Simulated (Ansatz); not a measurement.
The compound is CrF6 (R-3).

```cif
data_structure
_symmetry_space_group_name_H-M 'P 1'
_symmetry_Int_Tables_number 1
_cell_length_a 5.1755
_cell_length_b 5.1755
_cell_length_c 5.1755
_cell_angle_alpha 55.316
_cell_angle_beta 55.316
_cell_angle_gamma 55.316
_cell_volume 87.35
loop_
_atom_site_label
_atom_site_type_symbol
_atom_site_fract_x
_atom_site_fract_y
_atom_site_fract_z
_atom_site_occupancy
Cr1 Cr 0.00000 0.00000 0.00000 1
F2 F 0.36860 0.08184 0.77900 1
F3 F 0.08184 0.77900 0.36860 1
F4 F 0.22100 0.63140 0.91816 1
F5 F 0.91816 0.22100 0.63140 1
F6 F 0.63140 0.91816 0.22100 1
F7 F 0.77900 0.36860 0.08184 1
```

The cell and positions are those that the Materials Project relaxed with its own functionals (PBE, PBE+U or r2SCAN), kept fixed. The program's search for lower electronic states was switched off, so nothing shows that the state found is the lowest. PAW set soft_2, made with PBE.

A constrained-RPA run (Ansatz 0.2.0; non-magnetic LDA; Cr d, bands c1 to c5, 4×4×4 mesh, medium accuracy) builds 5 functions on bands 3.5 eV wide, with 0.0 electrons in the window. The bare on-site interaction is 16.1 eV and the bare J 0.48 eV.

**Question.** Estimate U, U′ and J.

On the Cr d shell, U = 4.52 eV (28 % of the bare value), U′ = 3.74 eV, J = 0.33 eV.

The parent state is non-magnetic and the interaction static (zero frequency); U depends on the window and the orbitals, so it belongs to this model alone.

[Paths, hosts, dates, memory and timing lines, banners, echoed tables and standing remarks are left out of the program output.]

[Logs are printed without paths, hosts, clocks, repeated set-up lines and the standing remarks that a program may print on its own settings, such as how far it seeks lower states.]

[Runs of the session that timed out or met a known fault of the program may be left out.]

[Hosts, paths, dates, database ids (printed as entryN), source tags and the programs' standing remarks are cut or masked in the printed files.]
